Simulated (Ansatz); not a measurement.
# K on Rh(111): change of the work function, part 3 of 3

Wanted: Δφ(θ) for K/Rh(111), starting from the fcc site.

Ansatz 0.2.0; plane-wave DFT, PBE, Ansatz PAW.

So far, work function, upper face (eV): step 2 (the clean slab) 5.17; step 3 (37 atoms, coverage 0.111 ML, cell 3x3) 2.11.

### 4. The covered slab, k-mesh 6×6×1, coverage 0.25 ML

System of this step: KRh16 (K/Rh(111)). The cell holds 17 atoms: 16 Rh and 1 K. Its edges and angles: a = 5.374 Å, b = 5.374 Å, c = 27.771 Å, α = 90.0°, β = 90.0°, γ = 60.0°. Vacuum lies along c.

Another coverage, to see how the dipoles act on each other as their distance changes.

input.yaml

```yaml
crystal:
  lattice:
    - [5.374011537, -1.0e-10, 0.0]
    - [2.6870057685, 4.6540305112, 0.0]
    - [0.0, 0.0, 27.7707927341]
  atoms:
    - { symbol: Rh, position: [0.0, 0.0, 0.324081494] }
    - { symbol: Rh, position: [0.1666666667, 0.1666666667, 0.4030828766] }
    - { symbol: Rh, position: [0.3333333333, 0.3333333333, 0.4819483614] }
    - { symbol: Rh, position: [0.0, 0.0, 0.5607981962] }
    - { symbol: Rh, position: [0.0, 0.5, 0.324081494] }
    - { symbol: Rh, position: [0.1666666667, 0.6666666667, 0.4030828766] }
    - { symbol: Rh, position: [0.3333333333, 0.8333333333, 0.4819483614] }
    - { symbol: Rh, position: [0.0, 0.5, 0.5607981962] }
    - { symbol: Rh, position: [0.5, 0.0, 0.324081494] }
    - { symbol: Rh, position: [0.6666666667, 0.1666666667, 0.4030828766] }
    - { symbol: Rh, position: [0.8333333333, 0.3333333333, 0.4819483614] }
    - { symbol: Rh, position: [0.5, 0.0, 0.5607981962] }
    - { symbol: Rh, position: [0.5, 0.5, 0.324081494] }
    - { symbol: Rh, position: [0.6666666667, 0.6666666667, 0.4030828766] }
    - { symbol: Rh, position: [0.8333333333, 0.8333333333, 0.4819483614] }
    - { symbol: Rh, position: [0.5, 0.5, 0.5607981962] }
    - { symbol: K, position: [0.1666666667, 0.1666666667, 0.675918506] }
kpoints:
  mp_grid: { grid: [6, 6, 1] }
hamiltonian:
  xc: pbe
scf:
  occupations: { method: fermi_dirac, width: 0.1 }
  convergence: { dr2_threshold: 1.0e-08 }
efield:
  axis: 3
  dipole_correction: true
  ramp_position: 0.97
  ramp_width: 0.06
relax:
  f_tol: 0.02
  max_steps: 60
  constraints: [{ sites: [0, 1, 4, 5, 8, 9, 12, 13] }]
output:
  dos: { projected: true, e_range: [-8, 4] }
  write_potential: true
  write_density: true
  volumetric_format: npy
  elf: true
```

On the command line:

```console
$ ansatz run input.yaml --threads 4 --pin off --max-ram 16384MiB --backend cpu --events-out ev --progress --plain --runs-dir out
```

The program printed:

```text
[...]
Crystal: 17 atoms, lattice volume = 694.570 Å³
Basis set: ecut = 420 eV, 13503 PW (Γ), exchange–correlation on 72×72×384 points (8 copies of the dense FFT grid, shifted against one another)
Bands: 169, of which v1, the nominal top of the filled ones, is band 141 counted from 1 (140 counted from 0)
Symmetry: 6 space group operations
[...]
k-points: 7 of 36 (time reversal used)
[...]
SCF iter   1: F=—  HF=-103979.020017 eV  |F-HF|=—  |Δ(HF+E_count)|=         —  Δρ=5.53e-3  dr2=8.75e-1  ethr=1.77e-3  p=0.426 e·Å  D=1.11e-1 V/Å  ΔV_dip=-3.08 eV  dr2_dipole=9.80e-2  V_vac-E_F(+/−)=1.91/4.99 eV  ⟨swp⟩=7.9  Hψ=5075  notcnv=0  defer=10
[...]
SCF iter  12: F=-103979.027848 eV  HF=-103979.027848 eV  |F-HF|=8.34e-9  |Δ(HF+E_count)|=   3.24e-8  Δρ=6.59e-7  dr2=6.13e-9  ethr=3.56e-12  p=0.429 e·Å  D=1.12e-1 V/Å  ΔV_dip=-3.10 eV  dr2_dipole=7.54e-11  V_vac-E_F(+/−)=2.07/5.17 eV  ⟨swp⟩=14.4  Hψ=8484  notcnv=0
SCF 1 converged in 12 iterations: F = -103979.027848 eV  dr2 = 6.13e-9
[...]
relax step   1: F+E_penalty+E_count = -103979.02784808 eV  Δ(F+E_penalty+E_count) = +0.000e0 eV  max|allowed force component| = 5.469e-1 eV/Å  Δτ_max = 0.0000 Å  (12 SCF iters, accepted)
[...]
SCF iter  12: F=-103979.081174 eV  HF=-103979.081174 eV  |F-HF|=4.05e-9  |Δ(HF+E_count)|=   5.28e-9  Δρ=4.91e-7  dr2=5.86e-9  ethr=3.56e-12  p=0.441 e·Å  D=1.15e-1 V/Å  ΔV_dip=-3.19 eV  dr2_dipole=6.44e-10  V_vac-E_F(+/−)=1.98/5.17 eV  ⟨swp⟩=11.9  Hψ=8272  notcnv=0
SCF 2 converged in 12 iterations: F = -103979.081174 eV  dr2 = 5.86e-9
[...]
relax step   2: F+E_penalty+E_count = -103979.08117378 eV  Δ(F+E_penalty+E_count) = -5.333e-2 eV  max|allowed force component| = 4.747e-1 eV/Å  Δτ_max = 0.0840 Å  (12 SCF iters, accepted)
[...]
SCF iter   1: F=—  HF=-103979.163963 eV  |F-HF|=—  |Δ(HF+E_count)|=         —  Δρ=3.46e-3  dr2=8.51e-1  ethr=2.60e-4  p=0.441 e·Å  D=1.15e-1 V/Å  ΔV_dip=-3.19 eV  dr2_dipole=1.59e-1  V_vac-E_F(+/−)=1.99/5.19 eV  ⟨swp⟩=1.0  Hψ=3669  notcnv=0  defer=31
[...]
eigensolver tolerance schedule calibrated: the retry pair's looser diagonalisation under-reported the residual by θ = 0.14 (0.13/decade); ethr = c·dr2/N_el runs at the constant in force after the calibration composes with the one it found (an armed cap, an earlier calibration), c = 5.7e-2
[...]
SCF iter   2: F=—  HF=-103979.150450 eV  |F-HF|=—  |Δ(HF+E_count)|=   1.35e-2  Δρ=1.09e-3  dr2=1.18e-2  ethr=1.74e-4  p=0.461 e·Å  D=1.20e-1 V/Å  ΔV_dip=-3.33 eV  dr2_dipole=7.30e-4  V_vac-E_F(+/−)=1.84/5.17 eV  ⟨swp⟩=2.1  Hψ=1849  notcnv=0  defer=31
[...]
SCF iter  12: F=-103979.150843 eV  HF=-103979.150843 eV  |F-HF|=7.81e-9  |Δ(HF+E_count)|=   3.78e-9  Δρ=3.78e-7  dr2=2.21e-9  ethr=2.05e-12  p=0.469 e·Å  D=1.22e-1 V/Å  ΔV_dip=-3.39 eV  dr2_dipole=2.52e-10  V_vac-E_F(+/−)=1.78/5.17 eV  ⟨swp⟩=15.9  Hψ=8536  notcnv=0
SCF 3 converged in 12 iterations: F = -103979.150843 eV  dr2 = 2.21e-9
[...]
relax step   3: F+E_penalty+E_count = -103979.15084334 eV  Δ(F+E_penalty+E_count) = -6.967e-2 eV  max|allowed force component| = 2.006e-1 eV/Å  Δτ_max = 0.1933 Å  (12 SCF iters, accepted)
[...]
relax step   4: F+E_penalty+E_count = -103979.15869416 eV  Δ(F+E_penalty+E_count) = -7.851e-3 eV  max|allowed force component| = 1.323e-1 eV/Å  Δτ_max = 0.1706 Å  (11 SCF iters, accepted)
SCF iter   1: F=—  HF=-103979.161604 eV  |F-HF|=—  |Δ(HF+E_count)|=         —  Δρ=8.86e-4  dr2=3.96e-2  ethr=9.69e-5  p=0.492 e·Å  D=1.28e-1 V/Å  ΔV_dip=-3.56 eV  dr2_dipole=7.17e-3  V_vac-E_F(+/−)=1.61/5.17 eV  ⟨swp⟩=3.4  Hψ=2036  notcnv=0  defer=29
[...]
SCF iter  10: F=-103979.162575 eV  HF=-103979.162575 eV  |F-HF|=1.04e-8  |Δ(HF+E_count)|=   2.27e-8  Δρ=7.78e-7  dr2=7.02e-9  ethr=3.56e-12  p=0.485 e·Å  D=1.26e-1 V/Å  ΔV_dip=-3.51 eV  dr2_dipole=8.77e-10  V_vac-E_F(+/−)=1.66/5.17 eV  ⟨swp⟩=14.4  Hψ=8720  notcnv=0
SCF 5 converged in 10 iterations: F = -103979.162575 eV  dr2 = 7.02e-9
relax step   5: F+E_penalty+E_count = -103979.16257458 eV  Δ(F+E_penalty+E_count) = -3.880e-3 eV  max|allowed force component| = 1.449e-2 eV/Å  Δτ_max = 0.0534 Å  (10 SCF iters, accepted)
[...]
SCF converged after 10 iterations
Free energy (F): -103979.162575 eV
[...]
Internal energy: -103978.272763 eV  (E = F + TS)
E sigma→0 (E₀):  -103978.717669 eV
Entropy (-TS):   -0.889812 eV (-52.342 meV/atom)
Fermi energy:    5.248268 eV
Dipole field:    D = 0.126296 V/Å  (p = 0.484779 e·Å, saw-weighted, corrected)
Work function:   Φ+ = 1.6610 eV   Φ− = 5.1684 eV
[...]
--- Forces (eV/Å), atoms counted from 1 ---
  atom   1  Rh     0.00518626     0.00299429     0.04918633
  atom   2  Rh     0.00000000    -0.00000000     0.00005130
  atom   3  Rh    -0.00119208    -0.00068825    -0.00016320
  atom   4  Rh    -0.00158048    -0.00091249    -0.00184565
  atom   5  Rh    -0.00000000    -0.00598857     0.04918633
  atom   6  Rh     0.04455286    -0.02572260    -0.07052883
  atom   7  Rh     0.00000000     0.00137649    -0.00016320
  atom   8  Rh     0.00000000     0.00182498    -0.00184565
  atom   9  Rh    -0.00518626     0.00299429     0.04918633
  atom  10  Rh     0.00000000     0.05144521    -0.07052883
  atom  11  Rh     0.00119208    -0.00068825    -0.00016320
  atom  12  Rh     0.00158048    -0.00091249    -0.00184565
  atom  13  Rh     0.00000000    -0.00000000     0.05583558
  atom  14  Rh    -0.04455286    -0.02572260    -0.07052883
  atom  15  Rh    -0.00000000     0.00000000    -0.00343108
  atom  16  Rh    -0.00000000     0.00000000     0.00306666
  atom  17  K      0.00000000    -0.00000000     0.01449390
  max |Σ_I F_I| component: 3.77e-5 eV/Å
--- Band table (eV; the first three rows and the last of 7) ---
  k-point 0: bands = [... 137 lower, 5.5997, 5.6110, 5.7074, 5.7074, 5.8530, 5.8530, 5.8579, 6.0140, ... 24 higher]
  k-point 1: bands = [... 137 lower, 5.4445, 5.4999, 5.5207, 5.5276, 5.5965, 5.6360, 5.6425, 5.7214, ... 24 higher]
  k-point 2: bands = [... 137 lower, 4.8327, 4.9736, 5.1552, 5.1991, 5.2305, 5.3111, 5.3421, 5.3608, ... 24 higher]
  k-point 6: bands = [... 137 lower, 4.9815, 4.9990, 5.0357, 5.0400, 5.0476, 5.3689, 5.3773, 5.4036, ... 24 higher]
--- Relaxed structure (5 steps of the walk, 5 accepted, 0 SCFs on fresh bases) ---
  F+E_penalty+E_count = -103979.16257458 eV   max|allowed force component| = 1.449e-2 eV/Å
  atoms:
    - { symbol: Rh, position: [-1.795949e-17, -1.795949e-17, 0.324081494] }
    - { symbol: Rh, position: [0.166667, 0.166667, 0.4030828766] }
    - { symbol: Rh, position: [0.333498, 0.333498, 0.482434] }
    - { symbol: Rh, position: [-0.00149034, -0.00149034, 0.560847] }
    - { symbol: Rh, position: [0.0, 0.500000, 0.324081494] }
    - { symbol: Rh, position: [0.166667, 0.666667, 0.4030828766] }
    - { symbol: Rh, position: [0.333498, 0.833004, 0.482434] }
    - { symbol: Rh, position: [-0.00149034, 0.502981, 0.560847] }
    - { symbol: Rh, position: [0.500000, -1.795949e-17, 0.324081494] }
    - { symbol: Rh, position: [0.666667, 0.166667, 0.4030828766] }
    - { symbol: Rh, position: [0.833004, 0.333498, 0.482434] }
    - { symbol: Rh, position: [0.502981, -0.00149034, 0.560847] }
    - { symbol: Rh, position: [0.500000, 0.500000, 0.324081494] }
    - { symbol: Rh, position: [0.666667, 0.666667, 0.4030828766] }
    - { symbol: Rh, position: [0.833333, 0.833333, 0.481380] }
    - { symbol: Rh, position: [0.500000, 0.500000, 0.562771] }
    - { symbol: K, position: [0.166667, 0.166667, 0.661710] }
```

The job ended after 2.4 min (4 threads of Arm Neoverse V1, shared host; peak memory 2.8 GiB).

The steps of the relaxation:

```
step  energy less that of the first step (eV)  largest force component (eV/Å)
   1                                   0.0000                          0.5469
   2                                  -0.0533                          0.4747
   3                                  -0.1230                          0.2006
   4                                  -0.1308                          0.1323
   5                                  -0.1347                          0.0145
```

The run keeps the 6 symmetry operations that the program found, so distortions that break them were not tested.

The atoms that moved most (Å):

```
atom      dx      dy      dz  length
 K17   0.000   0.000  -0.395   0.395
Rh16   0.000   0.000   0.055   0.055
Rh15   0.000   0.000  -0.016   0.016
 Rh4  -0.012  -0.007   0.001   0.014
 Rh8   0.000   0.014   0.001   0.014
Rh12   0.012  -0.007   0.001   0.014
 Rh3   0.001   0.001   0.013   0.014
 Rh7   0.000  -0.002   0.013   0.014
```

Final coordinates:

```xyz
17
Lattice="5.3740 0.0000 0.0000 2.6870 4.6540 0.0000 0.0000 0.0000 27.7708" Properties=species:S:1:pos:R:3
Rh    0.0000    0.0000    9.0000
Rh    1.3435    0.7757   11.1939
Rh    2.6883    1.5521   13.3976
Rh   -0.0120   -0.0069   15.5752
Rh    1.3435    2.3270    9.0000
Rh    2.6870    3.1027   11.1939
Rh    4.0305    3.8768   13.3976
Rh    1.3435    2.3409   15.5752
Rh    2.6870    0.0000    9.0000
Rh    4.0305    0.7757   11.1939
Rh    5.3727    1.5521   13.3976
Rh    2.6990   -0.0069   15.5752
Rh    4.0305    2.3270    9.0000
Rh    5.3740    3.1027   11.1939
Rh    6.7175    3.8784   13.3683
Rh    4.0305    2.3270   15.6286
K     1.3435    0.7757   18.3762
```

This step gave:

* energy at zero smearing: -103978.7177 eV
* work function, upper face: 1.661 eV
* work function, lower face: 5.168 eV
* dipole along the normal: 0.4848 e·Å
* step between the vacuum levels: -3.507 eV

Running mean over 2.194 Å of the planar mean; the ramp of the sawtooth is left out. Table of electron's electrostatic potential energy less the Fermi level by z:

```
z (Å)  electron's electrostatic potential energy less the Fermi level (eV)
    4                                                                 5.17
    5                                                                 5.16
    6                                                                 5.10
    7                                                                 4.15
    8                                                                -5.56
    9                                                                -12.7
   10                                                                -13.1
   11                                                                -13.2
   12                                                                -13.2
   13                                                                -13.2
   14                                                                -13.1
   15                                                                -13.0
   16                                                                -11.7
   17                                                                -1.82
   18                                                               -0.216
   19                                                               -0.824
   20                                                                0.771
   21                                                                 1.41
   22                                                                 1.58
   23                                                                 1.64
   24                                                                 1.65
```

The density of states has structure finer than the step of the table below, so its rows give means over 0.5 eV. Peaks (eV: height): -4.27: 50.5, -3.85: 50.2, -3.07: 57.5, -2.77: 89.5, -2.68: 53.9, -2.35: 48.5, -0.69: 49.2.

Table of density of states by energy, zero at the Fermi level; means over each step:

```
energy (eV)  density of states (states/eV a cell)
       -7.5                                 0.220
       -7.0                                 0.922
       -6.5                                  1.12
       -6.0                                  4.39
       -5.5                                  19.0
       -5.0                                  27.0
       -4.5                                  23.2
       -4.0                                  20.2
       -3.5                                  18.5
       -3.0                                  29.8
       -2.5                                  35.0
       -2.0                                  23.4
       -1.5                                  24.6
       -1.0                                  22.7
       -0.5                                  29.4
        0.0                                  25.2
        0.5                                  28.8
        1.0                                  9.14
        1.5                                  8.42
```

Projected DOS per atom over height of the atomic layer and energy from the Fermi level. Layers: Rh4 Rh4 Rh4 Rh4 K from below.

Ten even steps from '0' (0.00 states/eV) to '9' (2.33 states/eV), each cell a mean:
```
11111
00001
33333
78862
75571
96680
74570
75671
74470
96690
99890
46650
45550
54450
56550
49940
28720
02200
00000
00000
00000
00000
```
Columns: height of the atomic layer (Å) from 9 to 18.4 (not evenly spaced); rows upwards: energy from the Fermi level (eV) from -7.96 to 1.95.

ELF in the ca plane at fractional y = 0.167, with atoms of Rh and K within 0.2 Å of it. It is the smooth field of the valence electrons, not physical close to the nuclei.

Ten even steps from '0' (0.00) to '9' (0.86), each cell a mean:
```
54222222222453223444321014541000011110000000
43222222222443222444222100000000111100000000
32223554322332222232222210000000111100000000
22225887423222222223332211000011111100000000
33226888523322222233332221100111111100000000
22225787422222222222222211000011111100000000
32223454222332222333222100000000111100000000
53222222222453222444322100100000011100000000
43222232222443222344221025652000011110000000
32223554322332222232220279996200011110000000
22225887422222222223320599998410001110000000
33226888523322222233321698799510001110000000
22225787422222222223320599998410001110000000
32222454222332222333221169986200011110000000
```
Columns run along c (16.0 Å, from fractional 0.32 to 0.90 of the cell), rows up along a (5.4 Å). Atoms in or near the plane, at fractional coordinates: Rh at (0.40, 0.17), Rh at (0.40, 0.67), K at (0.66, 0.17).

Valence density in the ca plane at fractional y = 0.167, with atoms of Rh and K within 0.2 Å of it. It is the smooth field of the valence electrons, not physical close to the nuclei.

Ten steps, logarithmic in the rise over the least value, from '0' (0 e/Å³) to '9' (13 e/Å³), each cell a mean:
```
64322232223555323555311011110000000000000000
54322333223554323554310000000000000000000000
43224665322343222343210000000000000000000000
22236898532222212222110000000000000000000000
22237998632222111222110000000000000000000000
32236887522222212232210000000000000000000000
43223565323443223443210000000000000000000000
54322332223554323555310000000000000000000000
54322333223554323554311012210000000000000000
43224665322343222333211135542000000000000000
22236898532222212222111357763100000000000000
22237998632222111222111367764100000000000000
32236887522222212222211356763100000000000000
43223565323343223443211134431000000000000000
```
Columns run along c (16.0 Å, from fractional 0.32 to 0.90 of the cell), rows up along a (5.4 Å). Atoms in or near the plane, at fractional coordinates: Rh at (0.40, 0.17), Rh at (0.40, 0.67), K at (0.66, 0.17).

Electrostatic potential energy in the ca plane at fractional y = 0.167, with atoms of Rh and K within 0.2 Å of it. With pseudopotentials it is smooth inside the atoms' cores, unlike the true potential.

Values in eV, 8 rows by 16 columns, each cell a mean:
```
-15   4   2   3 -21   1 -18   0   7   4   5   7   8   8   8   8
 -1  -8 -30   2  -5   5  -2   5   9   8   7   7   8   8   8   8
  5 -25 -51  -3   5   8   6   8   9   8   8   8   8   8   8   8
 -2  -9 -31   2  -3   5  -3   5   9   8   7   7   8   8   8   8
-14   4   2   3 -21   1 -18   0   7   4   6   7   8   8   8   8
 -1  -8 -30   2  -4   5  -1   5   1 -20   0   7   8   8   8   8
  5 -25 -51  -3   5   8   6   8  -7 -43  -7   6   7   8   8   8
 -1  -9 -32   2  -2   5  -2   5   1 -22   0   6   8   8   8   8
```
Columns run along c (16.0 Å, from fractional 0.32 to 0.90 of the cell; values clipped at the 3rd and 97th percentile), rows up along a (5.4 Å). Atoms in or near the plane, at fractional coordinates: Rh at (0.40, 0.17), Rh at (0.40, 0.67), K at (0.66, 0.17).

The relaxation took 5 steps and lowered the energy by 0.13 eV; the largest force on the free atoms ends at 0.014 eV/Å.

By hand: a sheet of dipoles makes a step −p/(ε₀A) in the electron's potential. With e/ε₀ = 180.95 V·Å, p = 0.4848 e·Å and A = 25.01 Å², that is −180.95 × (0.4848) / 25.01 = -3.507 eV, and the two vacuum levels of the run differ by -3.507 eV.

The covered face has 1.66 eV, -3.51 eV against the clean one; the bare back face has moved by -0.00 eV, a measure of how thin the slab is.

### 5. Work function against coverage

This step: plane-wave DFT, PBE, Ansatz PAW; work function against coverage (Ansatz 0.2.0).

The runs are now put side by side.

This step gave:

```yaml
work_function_of_the_clean_face: 5.167 eV
largest_change_of_the_work_function: -3.506 eV
```

Work function of the covered face against coverage:

```
coverage (adsorbates/nm²)  work function of the covered face (eV)
                     0.00                                    5.17
                     1.78                                    2.11
                     4.00                                    1.66
```

The dipole per adsorbate comes from the change of the cell's dipole. Coverage, by row:

```
coverage (1/nm²)  coverage (ML)  work function (eV)  change (eV)  dipole per adsorbate, positive end outwards (debye)  mean height of the added atoms over the highest substrate atom (Å)
           1.777         0.1111               2.111       -3.056                                                4.584                                                                2.82
           3.998           0.25               1.661       -3.506                                                2.327                                                               2.748
```

### 6. Outcome

| Quantity | Value |
| --- | --- |
| work function of the clean face | 5.17 eV |
| work function at 0.11 ML | 2.11 eV |
| work function at 0.25 ML | 1.66 eV |
| dipole per adsorbate at 0.11 ML, positive end outwards | 4.58 D |

**Reading.** K lowers the work function of Rh(111) at the lowest coverage, by 3.06 eV: the adsorbate layer has its positive end outwards. The slab has 4 layers, at the tabulated experimental lattice constant, one starting site was run, and quantum-size effects of a slab this thin can reach one or two tenths of an eV.

[Long decimals in the printed logs are rounded to 6 places.]

[Logs are printed without paths, hosts, clocks, repeated set-up lines and the standing remarks that a program may print on its own settings, such as how far it seeks lower states.]

[Hosts, paths, dates, database ids (printed as entryN), source tags and the programs' standing remarks are cut or masked in the printed files.]

[Maps of the electrostatic potential energy from Ansatz leave out the sawtooth potential of an applied field or a dipole correction, so their vacuum need not be flat; planar profiles and work functions include it.]
